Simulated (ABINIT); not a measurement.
# K2Pt (Fm-3m): G0W0 in ABINIT against the plane-wave cutoff

How does the gap of K2Pt (Fm-3m) converge in the plane-wave cutoff?

Program: ABINIT 10.8.3. Level of theory: LDA and many-body steps on it, plane waves. Results are calculated unless marked as measured.

### Step 1. Starting point

The structure is cubic, space group Fm-3m (No. 225). Conventional cell: a = 7.563 Å, b = 7.563 Å, c = 7.563 Å, α = 90.00°, β = 90.00°, γ = 90.00°. Nearest to K lie 4 Pt at 3.27 Å. Nearest to Pt lie 8 K at 3.27 Å. Farther neighbours are not listed.

The cell and positions are those that the Materials Project relaxed with its own functionals (PBE, PBE+U or r2SCAN), kept fixed. Spin-orbit coupling is left out unless a step names it.

### Step 2. Empty states on the mesh, 2×2×2 mesh, 211 bands

This step: ABINIT 10.8.3; DFT, LDA, plane waves, norm-conserving pseudopotentials.

The sums over transitions need many empty states on a uniform mesh; this step solves for them.

run.abi reads:

```
acell 3*1.0 Angstrom
rprim 
  -0.000000000000 3.781463140000 3.781463140000
  3.781463140000 -0.000000000000 3.781463140000
  3.781463140000 3.781463140000 -0.000000000000
ntypat 2
znucl 19 78
natom 3
typat 1 1 2
xred 
  0.750000000000 0.750000000000 0.750000000000
  0.250000000000 0.250000000000 0.250000000000
  0.000000000000 0.000000000000 0.000000000000
pp_dirpath "pseudos"
pseudos "K.upf, Pt.upf"
ecut 34
ngkpt 2 2 2
nshiftk 1
shiftk 0 0 0
kptopt 1
chksymbreak 0
iscf -2
irdden 1
istwfk *1
nband 211
nbdbuf 18
tolwfr 1e-09
nstep 60
prtvol 0
indata_prefix "in"
outdata_prefix "out"
tmpdata_prefix "tmp"
```

On the command line:

```
> OMP_NUM_THREADS=1 mpirun -n 4 abinit run.abi > log
```

Numbers of over 12 decimals in the logs are rounded to 6 here.

The program printed:

```text
.Version 10.8.3 of ABINIT. v10.8.2 released Aug 2026.

 Symmetries : space group Fm -3 m (#225); Bravais cF (face-center cubic)
[... echo of the input left out ...]
== DATASET  1 ==================================================================
-   mpi_nproc: 4, omp_nthreads: 1 (-1 if OMP is not activated)
-    --> not optimal distribution: autoparal keyword recommended in input file <--

--- !DatasetInfo
iteration_state: {dtset: 1, }
dimensions: {natom: 3, nkpt: 3, mband: 211, nsppol: 1, nspinor: 1, nspden: 1, mpw: 6934, }
cutoff_energies: {ecut:  34.0, pawecutdg:  -1.0, }
[...]
2.75716    2.82828    2.87238    2.90456    2.90456    2.90456    2.92778    2.92778
   2.92778    2.95121    2.95121    2.95123    2.98573    2.98574    2.98582    2.98861
   2.98863    3.05520    3.10239
 prteigrs : prtvol=0 or 1, do not print more k-points.

== END DATASET(S) ==============================================================
================================================================================

 -outvars: echo values of variables after computation  --------
            nband         211
             nkpt           3
          spgroup         225
 [... the other variables as echoed above ...]

 Calculation completed.
```

Wall time 79 s (4 MPI ranks of Arm Neoverse V1, shared host); peak memory 0.41 GiB; 5.3 min of CPU time.

This step gave:

| Quantity | Value |
| --- | --- |
| gap | 1.306 eV |
| k of the valence top | 0.5, 0.5, 0 |
| k of the conduction bottom | 0.5, 0, 0 |
| least direct gap | 1.381 eV |
| k points computed | 3 |
| lowest point of the top converged band, above the valence top | 72.2683 eV |

On this mesh the gap is 1.306 eV.

The density comes from a self-consistent run that is not shown.

### Step 3. Empty states on the mesh, 2×2×2 mesh, 68 bands

Changes to run.abi since step 2:

```diff
@@ -15,3 +15,3 @@
 pseudos "K.upf, Pt.upf"
-ecut 34
+ecut 20
 ngkpt 2 2 2
@@ -24,4 +24,4 @@
 istwfk *1
-nband 211
-nbdbuf 18
+nband 68
+nbdbuf 6
 tolwfr 1e-09
```

The program printed:

```text
.Version 10.8.3 of ABINIT. v10.8.2 released Aug 2026.

 Symmetries : space group Fm -3 m (#225); Bravais cF (face-center cubic)
[... echo of the input left out ...]
== DATASET  1 ==================================================================
-   mpi_nproc: 4, omp_nthreads: 1 (-1 if OMP is not activated)
-    --> not optimal distribution: autoparal keyword recommended in input file <--

--- !DatasetInfo
iteration_state: {dtset: 1, }
dimensions: {natom: 3, nkpt: 3, mband: 68, nsppol: 1, nspinor: 1, nspden: 1, mpw: 3142, }
cutoff_energies: {ecut:  20.0, pawecutdg:  -1.0, }
[...]
0.93712    0.93712    0.99370    0.99370    0.99370    1.00364    1.00364    1.00364
   1.00962    1.02079    1.02079    1.02079    1.03899    1.03899    1.03899    1.05001
   1.05001    1.05001    1.06676    1.19855
 prteigrs : prtvol=0 or 1, do not print more k-points.

== END DATASET(S) ==============================================================
================================================================================

 -outvars: echo values of variables after computation  --------
            nband          68
             nkpt           3
          spgroup         225
 [... the other variables as echoed above ...]

 Calculation completed.
```

Run time: 8.6 s. Hardware: 4 MPI ranks; peak memory 0.26 GiB; 34 s of CPU time.

Numbers from this step:

| Item | Value |
| --- | --- |
| gap | 1.368 eV |
| k of the valence top | 0.5, 0.5, 0 |
| k of the conduction bottom | 0.5, 0, 0 |
| least direct gap | 1.441 eV |
| k points computed | 3 |
| lowest point of the top converged band, above the valence top | 25.56 eV |

On this mesh the gap is 1.368 eV.

### Step 4. Empty states on the mesh, 2×2×2 mesh, 68 bands

Changes to run.abi since step 3:

```diff
@@ -15,3 +15,3 @@
 pseudos "K.upf, Pt.upf"
-ecut 20
+ecut 27
 ngkpt 2 2 2
```

The program printed:

```text
.Version 10.8.3 of ABINIT. v10.8.2 released Aug 2026.

 Symmetries : space group Fm -3 m (#225); Bravais cF (face-center cubic)
[... echo of the input left out ...]
== DATASET  1 ==================================================================
-   mpi_nproc: 4, omp_nthreads: 1 (-1 if OMP is not activated)
-    --> not optimal distribution: autoparal keyword recommended in input file <--

--- !DatasetInfo
iteration_state: {dtset: 1, }
dimensions: {natom: 3, nkpt: 3, mband: 68, nsppol: 1, nspinor: 1, nspden: 1, mpw: 4910, }
cutoff_energies: {ecut:  27.0, pawecutdg:  -1.0, }
[...]
0.93101    0.93101    0.99062    0.99062    0.99062    1.00366    1.00366    1.00366
   1.00939    1.02076    1.02076    1.02076    1.03574    1.03574    1.03574    1.04838
   1.04838    1.04838    1.06643    1.20205
 prteigrs : prtvol=0 or 1, do not print more k-points.

== END DATASET(S) ==============================================================
================================================================================

 -outvars: echo values of variables after computation  --------
            nband          68
             nkpt           3
          spgroup         225
 [... the other variables as echoed above ...]

 Calculation completed.
```

Wall time 11 s (4 MPI ranks); peak memory 0.28 GiB.

This step gave:

```
gap                                                           : 1.315 eV
k of the valence top                                          : 0.5, 0.5, 0
k of the conduction bottom                                    : 0.5, 0, 0
least direct gap                                              : 1.390 eV
k points computed                                             : 3
lowest point of the top converged band, above the valence top : 25.43 eV
```

On this mesh the gap is 1.315 eV.

### Step 5. Empty states on the mesh, 2×2×2 mesh, 68 bands

Changes to run.abi since step 4:

```diff
@@ -15,3 +15,3 @@
 pseudos "K.upf, Pt.upf"
-ecut 27
+ecut 42
 ngkpt 2 2 2
```

The program printed:

```text
.Version 10.8.3 of ABINIT. v10.8.2 released Aug 2026.

 Symmetries : space group Fm -3 m (#225); Bravais cF (face-center cubic)
[... echo of the input left out ...]
== DATASET  1 ==================================================================
-   mpi_nproc: 4, omp_nthreads: 1 (-1 if OMP is not activated)
-    --> not optimal distribution: autoparal keyword recommended in input file <--

--- !DatasetInfo
iteration_state: {dtset: 1, }
dimensions: {natom: 3, nkpt: 3, mband: 68, nsppol: 1, nspinor: 1, nspden: 1, mpw: 9528, }
cutoff_energies: {ecut:  42.0, pawecutdg:  -1.0, }
[...]
0.93072    0.93072    0.99026    0.99026    0.99026    1.00366    1.00366    1.00366
   1.00934    1.02075    1.02075    1.02075    1.03544    1.03544    1.03544    1.04788
   1.04788    1.04788    1.06641    1.20100
 prteigrs : prtvol=0 or 1, do not print more k-points.

== END DATASET(S) ==============================================================
================================================================================

 -outvars: echo values of variables after computation  --------
            nband          68
             nkpt           3
          spgroup         225
 [... the other variables as echoed above ...]

 Calculation completed.
```

Run time: 20 s. Hardware: 4 MPI ranks; peak memory 0.35 GiB.

This step gave:

```
gap                                                           : 1.306 eV
k of the valence top                                          : 0.5, 0.5, 0
k of the conduction bottom                                    : 0.5, 0, 0
least direct gap                                              : 1.380 eV
k points computed                                             : 3
lowest point of the top converged band, above the valence top : 25.42 eV
```

On this mesh the gap is 1.306 eV.

### Step 6. Screening, 2×2×2 mesh, 62 bands, screening to 106.1 eV

The RPA dielectric matrix is built and inverted for each q.

This step: RPA screening on LDA, plane waves, norm-conserving pseudopotentials.

Changes to run.abi since step 5:

```diff
@@ -15,3 +15,3 @@
 pseudos "K.upf, Pt.upf"
-ecut 42
+ecut 20
 ngkpt 2 2 2
@@ -21,10 +21,11 @@
 chksymbreak 0
-iscf -2
-irdden 1
 istwfk *1
-nband 68
-nbdbuf 6
-tolwfr 1e-09
-nstep 60
-prtvol 0
+occopt 1
+irdwfk 1
+optdriver 3
+nband 62
+ecuteps 3.9
+inclvkb 2
+awtr 1
+symchi 1
 indata_prefix "in"
```

The program printed:

```text
.Version 10.8.3 of ABINIT. v10.8.2 released Aug 2026.

 Symmetries : space group Fm -3 m (#225); Bravais cF (face-center cubic)
[... echo of the input left out ...]
== DATASET  1 ==================================================================
-   mpi_nproc: 4, omp_nthreads: 1 (-1 if OMP is not activated)

--- !DatasetInfo
iteration_state: {dtset: 1, }
dimensions: {natom: 3, nkpt: 3, mband: 62, nsppol: 1, nspinor: 1, nspden: 1, mpw: 3142, }
cutoff_energies: {ecut:  20.0, pawecutdg:  -1.0, }
electrons: {nelect:   3.60000000E+01, charge:   0.00000000E+00, occopt:   1.00000000E+00, tsmear:   1.00000000E-02, }

 SCREENING: Calculation of the susceptibility and dielectric matrices

 Based on a program developped by R.W. Godby, V. Olevano, G. Onida, and L. Reining.
 Incorporated in ABINIT by V. Olevano, G.-M. Rignanese, and M. Torrent.
.Using double precision arithmetic ; gwpc =  8

[... cell and pseudopotentials left out ...]
--------------------------------------------------------------------------------

 ==== K-mesh for the wavefunctions ====
 Number of points in the irreducible wedge :     3
[... list of points left out ...]
 Together with 48 symmetry operations and time-reversal symmetry
 yields     8 points in the full Brillouin Zone.

 ==== Q-mesh for the screening function ====
 Number of points in the irreducible wedge :     3
[... list of points left out ...]
 Together with 48 symmetry operations and time-reversal symmetry
 yields     8 points in the full Brillouin Zone.

 setmesh: FFT mesh size selected  =    30x   30x   30
          total number of points  =        27000

 vcoul_init : cutoff-mode = AUXILIARY_FUNCTION
 q-points for optical limit:   1
     1)      0.000010    0.000020    0.000030

- screening: taking advantage of time-reversal symmetry
- Maximum band index for partially occupied states nbvw = 18
- Remaining bands to be divided among processors   nbcw = 44
- Number of bands treated by each node ~11

 Number of electrons calculated from density =   36.0000; Expected =   36.0000
 average of density, n =  0.049328
 r_s =    1.6915
 omega_plasma =   21.4242 [eV]

 calculating chi0 at frequencies [eV] :
  1    0.000000E+00    0.000000E+00
  2    0.000000E+00    2.142416E+01

--------------------------------------------------------------------------------
  q-point number  1        q = ( 0.000000, 0.000000, 0.000000) [r.l.u.]
--------------------------------------------------------------------------------
[... chi0 elements left out ...]
 For q-point:  0.000010 0.000020 0.000030
  dielectric constant =   9.0567
  dielectric constant without local fields =  13.7131

  Average fulfillment of the sum rule on Im[epsilon] for q-point    1 :     38.95  [%]
[... wings left out ...]
  q-point number  2        q = ( 0.500000, 0.000000, 0.000000) [r.l.u.]
--------------------------------------------------------------------------------
[... chi0 elements left out ...]
  Average fulfillment of the sum rule on Im[epsilon] for q-point    2 :     47.60  [%]

 [... 1 further q-points ...]
```

It took 5 s on 4 MPI ranks; peak memory 0.46 GiB.

This step gave:

```yaml
eps_infinity_with_local_fields_on_this_mesh_along_the_program_s_q_direction: 9.057
the_same_without_local_fields: 13.71
plasma_frequency: 21.42 eV
plane_waves_in_the_screening_matrix: 283
```

Local fields lower ε∞ by 34 %. On a Γ-centred mesh this coarse the value itself is usually too large, while a short band sum pulls it down.

### Step 7. 20 Ha

This step: G0W0 on LDA, plane waves, norm-conserving pseudopotentials.

Changes to run.abi since step 6:

```diff
@@ -24,8 +24,19 @@
 irdwfk 1
-optdriver 3
+optdriver 4
 nband 62
+gwcalctyp 0
+ecutsigx 20
+symsigma 1
+nkptgw 3
+kptgw 
+  0.5000000000 0.5000000000 0.0000000000
+  0.5000000000 0.0000000000 0.0000000000
+  0.0000000000 0.0000000000 0.0000000000
+bdgw 
+  16 20
+  17 21
+  16 21
 ecuteps 3.9
-inclvkb 2
-awtr 1
-symchi 1
+irdscr 1
+ppmodel 1
 indata_prefix "in"
```

The program printed:

```text
.Version 10.8.3 of ABINIT. v10.8.2 released Aug 2026.

 Symmetries : space group Fm -3 m (#225); Bravais cF (face-center cubic)
[... echo of the input left out ...]
== DATASET  1 ==================================================================
-   mpi_nproc: 4, omp_nthreads: 1 (-1 if OMP is not activated)

--- !DatasetInfo
iteration_state: {dtset: 1, }
dimensions: {natom: 3, nkpt: 3, mband: 62, nsppol: 1, nspinor: 1, nspden: 1, mpw: 3142, }
cutoff_energies: {ecut:  20.0, pawecutdg:  -1.0, }
electrons: {nelect:   3.60000000E+01, charge:   0.00000000E+00, occopt:   1.00000000E+00, tsmear:   1.00000000E-02, }

 SIGMA: Calculation of the GW corrections

 Based on a program developped by R.W. Godby, V. Olevano, G. Onida, and L. Reining.
 Incorporated in ABINIT by V. Olevano, G.-M. Rignanese, and M. Torrent.
.Using double precision arithmetic ; gwpc =  8

[... cell and pseudopotentials left out ...]
--------------------------------------------------------------------------------

 ==== K-mesh for the wavefunctions ====
 Number of points in the irreducible wedge :     3
[... list of points left out ...]
 Together with 48 symmetry operations and time-reversal symmetry
 yields     8 points in the full Brillouin Zone.

 ==== Q-mesh for screening function ====
 Number of points in the irreducible wedge :     3
[... list of points left out ...]
 Together with 48 symmetry operations and time-reversal symmetry
 yields     8 points in the full Brillouin Zone.

 vcoul_init : cutoff-mode = AUXILIARY_FUNCTION
 q-points for optical limit:   1
     1)      0.000010    0.000020    0.000030
 setmesh: FFT mesh size selected  =    45x   45x   45
          total number of points  =        91125

 Number of electrons calculated from density =   36.0000; Expected =   36.0000
 average of density, n =  0.049328
 r_s =    1.6915
 omega_plasma =   21.4242 [eV]

 === KS Band Gaps ===
  >>>> For spin  1
   Minimum direct gap =   1.4410 [eV], located at k-point      :   0.5000  0.0000  0.0000
   Fundamental gap    =   1.3680 [eV], Top of valence bands at :   0.5000  0.5000  0.0000
                                       Bottom of conduction at :   0.5000  0.0000  0.0000
 SIGMA fundamental parameters:
 PLASMON POLE MODEL  1
 number of plane-waves for SigmaX                 3119
 number of plane-waves for SigmaC and W            283
 number of plane-waves for wavefunctions          3119
 number of bands                                    62
 number of independent spin polarizations            1
 number of spinorial components                      1
 number of k-points in IBZ                           3
 number of q-points in IBZ                           3
 number of symmetry operations                      48
 number of k-points in BZ                            8
 number of q-points in BZ                            8
 number of frequencies for dSigma/dE                 9
 frequency step for dSigma/dE [eV]                0.25
 number of omega for Sigma on real axis              0
 max omega for Sigma on real axis  [eV]           0.00
 zcut for avoiding poles [eV]                     0.10

 EPSILON^-1 parameters (SCR file):
 dimension of the eps^-1 matrix on file            283
 dimension of the eps^-1 matrix used               283
 number of plane-waves for wavefunctions          3119
 number of bands                                    62
 number of q-points in IBZ                           3
 number of frequencies                               2
 number of real frequencies                          1
 number of imag frequencies                          1

 matrix elements of self-energy operator (all in [eV])

 Perturbative Calculation

--- !SelfEnergy_ee
iteration_state: {dtset: 1, }
kpoint     : [   0.500,    0.500,    0.000, ]
spin       : 1
KS_gap     :    1.578
QP_gap     :    2.532
Delta_QP_KS:    0.953
data: !SigmaeeData |
     Band     E0 <VxcDFT>   SigX SigC(E0)      Z dSigC/dE  Sig(E)    E-E0       E
       16   2.653 -19.397 -23.456   4.328   0.746  -0.341 -19.197   0.201   2.853
       17   2.653 -19.397 -23.456   4.328   0.746  -0.341 -19.197   0.201   2.853
       18   2.713 -19.355 -23.245   4.183   0.745  -0.341 -19.136   0.219   2.933
       19   4.291  -8.035  -4.039  -2.546   0.809  -0.236  -6.862   1.173   5.464
       20   6.488  -8.958  -5.200  -2.730   0.807  -0.240  -8.129   0.830   7.318

--- !SelfEnergy_ee
iteration_state: {dtset: 1, }
kpoint     : [   0.500,    0.000,    0.000, ]
spin       : 1
KS_gap     :    1.441
QP_gap     :    2.127
Delta_QP_KS:    0.687
data: !SigmaeeData |
     Band     E0 <VxcDFT>   SigX SigC(E0)      Z dSigC/dE  Sig(E)    E-E0       E
       17   2.640 -19.302 -23.326   4.286   0.746  -0.341 -19.107   0.195   2.835
[...]
--- !SelfEnergy_ee
iteration_state: {dtset: 1, }
kpoint     : [   0.000,    0.000,    0.000, ]
spin       : 1
KS_gap     :    3.628
QP_gap     :    4.988
Delta_QP_KS:    1.359
data: !SigmaeeData |
     Band     E0 <VxcDFT>   SigX SigC(E0)      Z dSigC/dE  Sig(E)    E-E0       E
[...]
19   6.278  -8.906  -4.390  -2.617   0.810  -0.235  -7.369   1.538   7.816
       20   6.278  -8.906  -4.390  -2.617   0.810  -0.235  -7.369   1.538   7.816
       21   6.278  -8.906  -4.390  -2.617   0.810  -0.235  -7.369   1.538   7.816

 New Fermi energy :        1.450778E-01 Ha ,    3.947769E+00 eV

 === QP Band Gaps ===
  >>>> For spin  1
   Minimum direct gap =   2.1275 [eV], located at k-point      :   0.5000  0.0000  0.0000
   Fundamental gap    =   2.0302 [eV], Top of valence bands at :   0.5000  0.5000  0.0000
                                       Bottom of conduction at :   0.5000  0.0000  0.0000

== END DATASET(S) ==============================================================
================================================================================

 -outvars: echo values of variables after computation  --------
           etotal      0.0000000000E+00
            nband          62
             nkpt           3
          spgroup         225
 [... the other variables as echoed above ...]

 Calculation completed.
```

Wall time 6.9 s (4 MPI ranks); peak memory 0.66 GiB; 27 s of CPU time.

This step gave:

```yaml
g0w0_gap_on_the_points_computed: 2.030 eV
starting_gap_on_the_mesh: 1.368 eV
k_of_the_valence_top: 0.5, 0.5, 0
k_of_the_conduction_bottom: 0.5, 0, 0
z_at_the_valence_top: 0.745
z_at_the_conduction_bottom: 0.812
least_direct_g0w0_gap_on_the_computed_points: 2.128 eV
```

[end of part 1 of 2]

[Paths, hosts, dates, memory and timing lines, banners, echoed tables and standing remarks are left out of the program output.]

[Logs are printed without paths, hosts, clocks, repeated set-up lines and the standing remarks that a program may print on its own settings, such as how far it seeks lower states.]

[Runs of the session that timed out or met a known fault of the program may be left out.]

[Hosts, paths, dates, database ids (printed as entryN), source tags and the programs' standing remarks are cut or masked in the printed files.]

[G0W0 gaps are taken among the corrected bands and points alone; a level outside them can change the order at an edge.]

[Where Ansatz stands beside ABINIT at settings called matched, ABINIT's density can come from a denser mesh and the files from another edition; pairs whose starting gaps differed by over 0.03 eV were left out, so agreement reads better than it is.]
